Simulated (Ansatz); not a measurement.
**What ScAlSe3 (model cell, started as cubic perovskite with Al in the octahedra) distorts into**

Wanted: the energy along a soft mode of ScAlSe3 (model cell, started as cubic perovskite with Al in the octahedra) and the structure at the end.

Program: Ansatz 0.2.0. Level of theory: DFT PBE, scalar-relativistic, plane waves, PAW; PAW set soft_1. Results are calculated unless marked as measured.

This is a report of a sequence of runs, with most program output left out.

The structure was built from a prototype and need not be the compound's stable phase.

## (1) Starting point

Symmetry: Pm-3m, No. 221, cubic system. Conventional cell: a = 4.862 Å, b = 4.862 Å, c = 4.862 Å, α = 90.00°, β = 90.00°, γ = 90.00°. Nearest to Sc lie 12 Se at 3.44 Å. Al has 6 Se at 2.43 Å nearest. Nearest to Se lie 2 Al at 2.43 Å and 4 Sc at 3.44 Å. Farther neighbours and most contacts between anions are not listed.

## (2) The dispersion

The cell comes from relaxations at this level that are not shown. Stability and thermal properties need the whole zone. Linear response on a 2×2×2 q mesh gives force constants as far as a supercell of that size would.

The input, input.yaml:

```yaml
crystal:
  lattice:
    - [4.8618479548, 0.0, 0.0]
    - [0.0, 4.8618479548, 0.0]
    - [0.0, 0.0, 4.8618479548]
  atoms:
    - { symbol: Sc, position: [0.0, 0.0, 0.0] }
    - { symbol: Al, position: [0.5, 0.5, 0.5] }
    - { symbol: Se, position: [0.5, 0.5, 0.0] }
    - { symbol: Se, position: [0.5, 0.0, 0.5] }
    - { symbol: Se, position: [0.0, 0.5, 0.5] }
kpoints:
  mp_grid: { grid: [8, 8, 8] }
hamiltonian:
  xc: pbe
  pseudopotentials: { kind: paw, azcp: { folder: soft_1 } }
scf:
  occupations: { method: methfessel_paxton, width: 0.2 }
output:
  eigenvalues: true
phonons:
  method: dfpt
  qmesh: [2, 2, 2]
  temperatures: { t_max: 1000, t_step: 50 }
  qpath:
    path:
      - [[0.0, 0.0, 0.0], [0.0, 0.5, 0.0], [0.5, 0.5, 0.0], [0.0, 0.0, 0.0], [0.5, 0.5, 0.5], [0.0, 0.5, 0.0]]
      - [[0.5, 0.5, 0.5], [0.5, 0.5, 0.0]]
    npoints: 10
```

On the command line:

```
ansatz run input.yaml --threads 4 --pin off --max-ram 16384MiB --backend cpu --events-out ev --progress --plain --runs-dir out
```

Elapsed: 5 min, on 4 threads of Arm Neoverse V2, shared host; peak memory 1.7 GiB.

This step gave:

```yaml
volume_per_atom: 22.98 Å³
gap_on_the_k_mesh: 0 eV
sum_rule_residual_before_enforcement: 2.18e-5 eV/Å²
lowest_frequency_on_the_path: -187.0 cm⁻¹
point_group: m-3m
highest_frequency_on_the_path_or_at_a_solved_wavevector: 337 cm⁻¹
highest_optical_mode_at_the_zone_centre_no_lo_to_term: 335.2 cm⁻¹
lowest_optical_zone_centre_mode: -187.0 cm⁻¹
lowest_mode_on_the_q_mesh_acoustic_modes_at_gamma_apart: -187.0 cm⁻¹
```

Frequencies (cm⁻¹) solved at each irreducible wavevector; negative means imaginary. Frequencies by wavevector, by row:

| q in reciprocal lattice units | star | mode 1 | mode 2 | mode 3 | mode 4 | mode 13 | mode 14 | mode 15 |
| --- | --- | --- | --- | --- | --- | --- | --- | --- |
| 0 0 0 | 1 | -187 | -187 | -187 | -119.6 | 335.2 | 335.2 | 335.2 |
| 0 0 -0.5 | 3 | -169.1 | -169.1 | -112.7 | -90.1 | 311.7 | 334 | 334 |
| 0 -0.5 -0.5 | 3 | -175.1 | -175.1 | -153.3 | -88.4 | 323.5 | 323.5 | 332.4 |
| -0.5 -0.5 -0.5 | 1 | -183.2 | -183.2 | -183.2 | -175.2 | 337 | 337 | 337 |

Interpolated from a 2×2×2 q mesh. The phonon branches at the labelled points (cm⁻¹):

| point | branch 1 | branch 2 | branch 3 | branch 4 | branch 12 | branch 13 | branch 14 | branch 15 |
| --- | --- | --- | --- | --- | --- | --- | --- | --- |
| Γ | -187 | -187 | -187 | -120 | 59 | 335 | 335 | 335 |
| halfway | -178 | -178 | -144 | -116 | 152 | 327 | 335 | 335 |
| X | -169 | -169 | -113 | -90 | 218 | 312 | 334 | 334 |
| halfway | -172 | -145 | -144 | -137 | 223 | 318 | 330 | 333 |
| M | -175 | -175 | -153 | -88 | 248 | 324 | 324 | 332 |
| halfway | -170 | -161 | -146 | -131 | 172 | 326 | 332 | 334 |
| Γ | -187 | -187 | -187 | -120 | 59 | 335 | 335 | 335 |
| halfway | -168 | -168 | -139 | -132 | 190 | 327 | 327 | 336 |
| R | -183 | -183 | -183 | -175 | 268 | 337 | 337 | 337 |
| halfway | -164 | -164 | -156 | -149 | 230 | 324 | 329 | 336 |
| X | -169 | -169 | -113 | -90 | 218 | 312 | 334 | 334 |
| jump to R | -183 | -183 | -183 | -175 | 268 | 337 | 337 | 337 |
| halfway | -178 | -178 | -165 | -148 | 251 | 330 | 330 | 335 |
| M | -175 | -175 | -153 | -88 | 248 | 324 | 324 | 332 |

Symmetry leaves 4 wavevectors to solve. The lowest mode among them, the acoustic zeros apart, lies at Γ and is imaginary, 187.0i cm⁻¹, so the energy falls along it.

## (3) The mode frozen in, largest atomic shift 0 Å

The mode followed lies at q = (-0.5, -0.5, -0.5) with frequency 183.2i cm⁻¹ and is 3-fold degenerate, one of the unstable modes though not the softest. At small amplitude the distorted cell has space group no. 166 by a symmetry search on the positions. The undistorted cell that holds it gives the zero of energy on the same k mesh.

System of this step: ScAlSe3 (model cell, started as cubic perovskite with Al in the octahedra). It takes space group Pm-3m (No. 221, cubic). Conventional cell: a = 4.862 Å, b = 4.862 Å, c = 4.862 Å, α = 90.00°, β = 90.00°, γ = 90.00°. Nearest to Sc lie 12 Se at 3.44 Å. Al has 6 Se at 2.43 Å nearest. Nearest to Se lie 2 Al at 2.43 Å and 4 Sc at 3.44 Å. Farther neighbours and most contacts between anions are not listed.

input.yaml, the sections that differ from step 2:

```yaml
crystal:
  lattice:
    - [4.8618479548, 4.8618479548, 0.0]
    - [4.8618479548, 0.0, 4.8618479548]
    - [4.8618479548, 0.0, -4.8618479548]
  atoms:
    - { symbol: Sc, position: [0.0, 0.0, 0.0] }
    - { symbol: Sc, position: [0.0, 0.5, 0.5] }
    - { symbol: Al, position: [0.5, 0.25, 0.75] }
    - { symbol: Al, position: [0.5, 0.75, 0.25] }
    - { symbol: Se, position: [0.5, 0.0, 0.0] }
    - { symbol: Se, position: [0.5, 0.5, 0.5] }
    - { symbol: Se, position: [0.0, 0.5, 0.0] }
    - { symbol: Se, position: [0.0, 0.0, 0.5] }
    - { symbol: Se, position: [0.5, 0.0, 0.5] }
    - { symbol: Se, position: [0.5, 0.5, 0.0] }
output:
  forces: true
  stress: true
  eigenvalues: true
# kpoints, hamiltonian, scf: as in step 2
# phonons: removed
```

The job ended after 9.1 s (4 threads; peak memory 0.95 GiB).

This step gave:

```
pressure                         : -0.01369 GPa
energy from the undistorted cell : 0 meV/atom
```

The run ends at a pressure of -0.01 GPa.

## (4) The mode frozen in, largest atomic shift 0.6 Å

The atoms are moved along the unstable eigenvector, the largest shift by 0.6 Å, with the cell fixed.

input.yaml, the sections that differ from step 3:

```yaml
crystal:
  lattice:
    - [4.8618479548, 4.8618479548, 0.0]
    - [4.8618479548, 0.0, 4.8618479548]
    - [4.8618479548, 0.0, -4.8618479548]
  atoms:
    - { symbol: Sc, position: [-0.0712507188, 0.0356253594, 0.1068760782] }
    - { symbol: Sc, position: [0.0712507188, 0.4643746406, 0.3931239218] }
    - { symbol: Al, position: [0.5, 0.25, 0.75] }
    - { symbol: Al, position: [0.5, 0.75, 0.25] }
    - { symbol: Se, position: [0.4823129764, 0.0176870236, 0.0176870236] }
    - { symbol: Se, position: [0.5176870236, 0.4823129764, 0.4823129764] }
    - { symbol: Se, position: [0.0, 0.5, 0.0176870236] }
    - { symbol: Se, position: [0.0, 0.0, 0.4823129764] }
    - { symbol: Se, position: [0.5176870236, 0.0, 0.4823129764] }
    - { symbol: Se, position: [0.4823129764, 0.5, 0.0176870236] }
# kpoints, hamiltonian, scf, output: as in step 3
```

The job ended after 16 s (4 threads; peak memory 1.2 GiB; 65 s of CPU time).

This step gave:

```
pressure                         : 2.656 GPa
energy from the undistorted cell : -154.6 meV/atom
```

The energy, extrapolated to zero smearing, is -154.64 meV/atom against the undistorted cell.

The run ends at a pressure of 2.66 GPa, with forces up to 1.2 eV/Å.

## (5) Energy along the mode, all amplitudes (two of the runs are shown above)

An imaginary frequency means negative curvature, so the energy should fall and then rise again as anharmonic terms take over.

This step gave:

- depth at the lowest point sampled: 154.6 meV/atom
- largest atomic shift at that point: 0.6 Å

The energy from the parent by largest atomic shift:

| largest atomic shift (Å) | energy from the parent (meV/atom) |
| --- | --- |
| 0.000 | 0 |
| 0.040 | -1.04 |
| 0.080 | -4.17 |
| 0.140 | -12.6 |
| 0.220 | -30.2 |
| 0.320 | -60.0 |
| 0.450 | -105 |
| 0.600 | -155 |

Displacement at unit largest shift by atom:

| atom | x (Å) | y (Å) | z (Å) | size |
| --- | --- | --- | --- | --- |
| Sc1 | 0.577 | -0.577 | -0.577 | 0.999 |
| Sc2 | -0.577 | 0.577 | 0.577 | 0.999 |
| Al3 | 0.000 | 0.000 | 0.000 | 0.000 |
| Al4 | 0.000 | 0.000 | 0.000 | 0.000 |
| Se5 | 0.143 | -0.143 | 0.000 | 0.202 |
| Se6 | -0.143 | 0.143 | 0.000 | 0.202 |
| Se7 | 0.143 | 0.000 | -0.143 | 0.202 |
| Se8 | -0.143 | 0.000 | 0.143 | 0.202 |
| Se9 | 0.000 | 0.143 | 0.143 | 0.202 |
| Se10 | 0.000 | -0.143 | -0.143 | 0.202 |

The lowest of the steps tried is the last one, at 0.6 Å, 155 meV/atom below the parent; the bottom of the well need not coincide with a step.

## (6) Relaxing from the distorted cell

Starting from the lowest point found, all atoms and the cell are let go, so that strain and other modes of the same symmetry can join in.

input.yaml, as its differences from that of step 4:

```diff
@@ -27 +27,10 @@
   eigenvalues: true
+  write_density: true
+  write_potential: true
+  elf: true
+  volumetric_format: npy
+relax:
+  adjacent_minimum: "off"
+  f_tol: 0.002
+  max_steps: 120
+  cell: { stress_tol: 0.03 }
```

Wall time 3.4 min (4 threads); peak memory 1.4 GiB.

The steps of the relaxation:

| step | energy less that of the first step (eV) | largest force component (eV/Å) | pressure (GPa) | volume (Å³) |
| --- | --- | --- | --- | --- |
| 1 | 0.0000 | 0.7124 | 2.66 | 229.84 |
| 2 | -0.7042 | 0.5039 | 1.99 | 239.12 |
| 3 | -1.1204 | 0.1744 | 1.64 | 249.39 |
| 4 | -1.3103 | 0.2238 | -0.47 | 262.78 |
| 5 | -1.3267 | 0.2146 | 0.74 | 265.82 |
| 6 | -1.3438 | 0.0722 | -0.17 | 266.28 |
| 7 | -1.3458 | 0.0017 | -0.01 | 265.85 |
| 8* | -1.3515 | 0.0014 | 0.02 | 265.85 |
| 9 | -1.3515 | 0.0005 | 0.00 | 266.00 |
| 10* | -1.3515 | 0.0005 | 0.00 | 266.00 |

Relaxation steps marked * repeat the geometry before them on a plane-wave basis chosen anew for their cell, so energy and pressure can jump there.

The run keeps the 12 symmetry operations that it works with, so distortions that break them were not tested.

| conventional cell, symmetrised | before | after | change |
| --- | --- | --- | --- |
| a (Å) | 6.876 | 7.013 | +2.0 % |
| b (Å) | 6.876 | 7.013 | +2.0 % |
| c (Å) | 16.842 | 18.734 | +11.2 % |
| volume (Å³/atom) | 22.98 | 26.60 | +15.7 % |

The atoms that moved most (Å, as changes of fractional coordinates times the final cell):

| atom | dx | dy | dz | length |
| --- | --- | --- | --- | --- |
| Sc1 | 0.425 | -0.425 | -0.425 | 0.736 |
| Sc2 | -0.425 | 0.425 | 0.425 | 0.736 |
| Se5 | -0.038 | 0.038 | -0.004 | 0.054 |
| Se9 | -0.004 | -0.038 | -0.038 | 0.054 |
| Se7 | -0.038 | -0.004 | 0.038 | 0.054 |
| Se6 | 0.038 | -0.038 | 0.004 | 0.054 |
| Se8 | 0.038 | 0.004 | -0.038 | 0.054 |
| Se10 | 0.004 | 0.038 | 0.038 | 0.054 |

Numbers from this step:

* pressure: 0.004458 GPa
* volume per atom: 26.60 Å³

ELF in the ac plane of the conventional cell at fractional y = 0.000, with atoms of Sc and Al and Se within 0.2 Å of it. It is the smooth field of the valence electrons, not physical close to the nuclei.

Ten even steps from '0' (0.00) to '9' (0.80), each cell a mean:
```
13555444311234455641
23689999621489998743
01479998410269998520
00134431111112343200
00000135788864100000
00002589965899731000
44101589865799630034
37611124677653210375
55347753111124675345
12589998511379998631
34678898510378987653
22454322100012334531
13555443100124455641
34678999611389998653
12479998511369998621
56435542122223554356
57510136788874210376
22002589843699730012
00001489977899630000
00000013677642100000
00145542100123565200
01479998511379998621
24688998621479988753
22454333211123334531
```
Columns run along a (7.0 Å), rows up along c (18.7 Å), edges of the conventional cell, whose origin can differ from the input's. Atoms in or near the plane, at fractional coordinates: Sc at (0.00, 0.68), Sc at (0.00, 0.32), Al at (0.00, 0.50), Al at (0.00, 0.00), Se at (0.50, 0.75), Se at (0.50, 0.25).

Valence density in the ac plane of the conventional cell at fractional y = 0.000, with atoms of Sc and Al and Se within 0.2 Å of it. It is the smooth field of the valence electrons, not physical close to the nuclei.

Values in e/Å³, 13 rows by 16 columns, each cell a mean:
```
 0  0  0  0  0  0  0  0  0  0  0  0  0  0  0  0
 0  0  0  0  0  0  0  0  0  0  0  0  0  0  0  0
 0  0  0  0  0  0  0  1  1  0  0  0  0  0  0  0
 2  1  0  0  0  0  1 10 16  2  0  0  0  0  0  1
 4  2  0  0  0  0  0  0  0  0  0  0  0  0  1  3
 0  0  0  0  0  0  0  0  0  0  0  0  0  0  0  0
 0  0  0  0  0  0  0  0  0  0  0  0  0  0  0  0
 0  0  0  0  0  0  0  0  0  0  0  0  0  0  0  0
 5  2  0  0  0  0  0  0  0  0  0  0  0  0  1  4
 1  0  0  0  0  0  1 10 17  2  0  0  0  0  0  1
 0  0  0  0  0  0  0  0  1  0  0  0  0  0  0  0
 0  0  0  0  0  0  0  0  0  0  0  0  0  0  0  0
 0  0  0  0  0  0  0  0  0  0  0  0  0  0  0  0
```
Columns run along a (7.0 Å), rows up along c (18.7 Å), edges of the conventional cell, whose origin can differ from the input's. Atoms in or near the plane, at fractional coordinates: Sc at (0.00, 0.68), Sc at (0.00, 0.32), Al at (0.00, 0.50), Al at (0.00, 0.00), Se at (0.50, 0.75), Se at (0.50, 0.25).

Electrostatic potential energy in the ac plane of the conventional cell at fractional y = 0.000, with atoms of Sc and Al and Se within 0.2 Å of it. With pseudopotentials it is smooth inside the atoms' cores, unlike the true potential.

Values in eV, 13 rows by 16 columns, each cell a mean:
```
  0  -2   3   5   6   8   9  10  10   9   9   7   5   5   0  -1
 10  10   9   8   7   9  10  10  10  10   9   7   7   9  10  10
  9  10  10  11  11  10   5   1   2   3   8  11  11  10  10   9
 -8  -4   3   8   9   7  -5   0   2  -5   3   9   9   5  -2  -7
-15 -11   0   6   8   9   9   9   9   9   9   9   7   3  -8 -14
  1   4   5   3   3   7  10  10  11  10   8   4   2   5   5   2
  1  -8   0   7   9  10  11  11  11  11  11  10   8   4  -7  -2
  3   5   5   3   3   7   9  10  10  10   8   4   2   5   5   3
-17 -14  -1   6   9   9   9   8   7   9   9   9   7   3 -10 -16
 -5  -2   5   8   9   6  -6  -1   2  -7   2   9   9   6   1  -4
 10  10  10  11  11  10   7   3   2   5   9  11  11  10  10  10
 10  10   9   7   6   8  10  10  10  10   9   6   6   8  10  10
  1  -3   2   6   7   8   9   9   9   9   9   7   6   5  -2  -1
```
Columns run along a (7.0 Å; values clipped at the 3rd and 97th percentile), rows up along c (18.7 Å), edges of the conventional cell, whose origin can differ from the input's. Atoms in or near the plane, at fractional coordinates: Sc at (0.00, 0.68), Sc at (0.00, 0.32), Al at (0.00, 0.50), Al at (0.00, 0.00), Se at (0.50, 0.75), Se at (0.50, 0.25).

The distorted start has space group R-3m; the relaxation ends in R-3m.

(Continued in part 2 of 2.)

[Logs are printed without paths, hosts, clocks, repeated set-up lines and the standing remarks that a program may print on its own settings, such as how far it seeks lower states.]

[Hosts, paths, dates, database ids (printed as entryN), source tags and the programs' standing remarks are cut or masked in the printed files.]
